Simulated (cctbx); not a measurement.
**Occupancies in Cd6Ni16As7**

Cell a = 11.9660 Å, b = 11.9660 Å, c = 11.9660 Å, α = 90.00°, β = 90.00°, γ = 90.00°; space group Fm-3m (no. 225); nominal formula Cd6Ni16As7.

The data are simulated with cctbx, not measured: Mo Kα, λ = 0.71073 Å, to d = 0.77 Å, 50 % of the full sphere, strongest reflection 40000 counts, noise from counting, a 6 % proportional error and a noise floor of 15 counts (s.d.); no absorption, and some extinction, which the refinements don't model.

With every site full:

```text
Rint 0.053, 130 unique reflections to 0.78 A
cycle     R1     wR2    GooF  max shift (A)
   1  0.1458  0.3474  15.745   0.00394
   2  0.0359  0.1021   4.627   0.00001
final R1 0.0359 wR2 0.1021 GooF 4.627  parameters 13  data/parameter 10.0
atom        x        y        z      Ueq    occ   su(xyz)  su(Uiso or U11)
Cd1    0.00000  0.00000  0.79776   0.0067  1.000  0.00016  0.0007
As1    0.25000  0.25000  0.00000   0.0029  1.000  0.00000  0.0008
As2    0.50000  0.00000  0.00000   0.0042  1.000  0.00000  0.0012
Ni2    0.88375  0.88375  0.61625   0.0040  1.000  0.00013  0.0007
Ni3    0.16371  0.16371  0.83629  -0.0032  1.000  0.00012  0.0007  NPD
difference map: max 3.17 min -2.63 rms 0.53
Q1    0.1761  0.1761  0.1761   32    3.17  0.26 A from Ni3
Q2    0.0000  0.0000  0.5000    4    1.51  0.00 A from As2
Q3    0.0000  0.2224  0.2224   48    0.95  0.47 A from As1
Q4    0.1561  0.2012  0.2988   96    0.72  1.52 A from Ni2
Q5    0.0000  0.0000  0.3639   24    0.72  1.63 A from As2
Q6    0.0000  0.1213  0.1853   96    0.69  1.47 A from Cd1
```

With the occupancies of the suspect sites free, each still typed as its main element:

```text
Rint 0.053, 130 unique reflections to 0.78 A
cycle     R1     wR2    GooF  max shift (A)
   1  0.1023  0.2491  11.387   0.00253
   9  0.0161  0.0287   1.314   0.00001
final R1 0.0162 wR2 0.0287 GooF 1.312  parameters 15  data/parameter 8.7
atom        x        y        z      Ueq    occ   su(xyz)  su(Uiso or U11)
Cd1    0.00000  0.00000  0.79788   0.0046  0.921  0.00005  0.0002
As1    0.25000  0.25000  0.00000   0.0046  1.000  0.00000  0.0003
As2    0.50000  0.00000  0.00000   0.0054  1.000  0.00000  0.0004
Ni2    0.88380  0.88380  0.61620   0.0058  1.000  0.00004  0.0002
Ni3    0.16389  0.16389  0.83611   0.0032  1.095  0.00003  0.0003
su of occupancy Cd1: 0.005
su of occupancy Ni3: 0.006
difference map: max 0.68 min -1.59 rms 0.34
Q1    0.0000  0.0000  0.3493   24    0.71  1.76 A from Cd1
Q2    0.0985  0.2099  0.2099   96    0.69  1.10 A from Ni3
Q3    0.0000  0.0984  0.1652   96    0.68  1.26 A from Cd1
Q4    0.0000  0.0820  0.3616   96    0.64  1.47 A from Ni2
Q5    0.1589  0.1589  0.2776   96    0.59  1.36 A from Ni3
Q6    0.0762  0.0762  0.2222   96    0.56  1.31 A from Cd1
```

**Question.** What is the disorder?

X-rays count electrons. Cd1 refines to 0.921(0.005), or 44.2 electrons; the site truly holds 0.8 Cd and 0.2 Ni, 44.0 electrons, which is 0.917 of Cd; Ni3 refines to 1.095(0.006), or 30.7 electrons; the site truly holds 0.85 Ni and 0.15 Cd, 31.0 electrons, which is 1.107 of Ni. A value under 1 can't tell vacancies from a lighter guest, and one over 1 needs a heavier guest; chemistry or a second radiation must settle which. Occupancy correlates with U and the scale, and the two elements' form factors differ in shape, so the match is approximate.

Freeing them takes R1 from 0.0359 to 0.0162 and GooF from 4.63 to 1.31.

The model was made for the exercise: a known structure type with other elements put in, its volume estimated, not relaxed; displacement parameters are assumed.

[Middle refinement cycles are left out of these outputs.]

[Logs are printed without paths, hosts, clocks, repeated set-up lines and the standing remarks that a program may print on its own settings, such as how far it seeks lower states.]
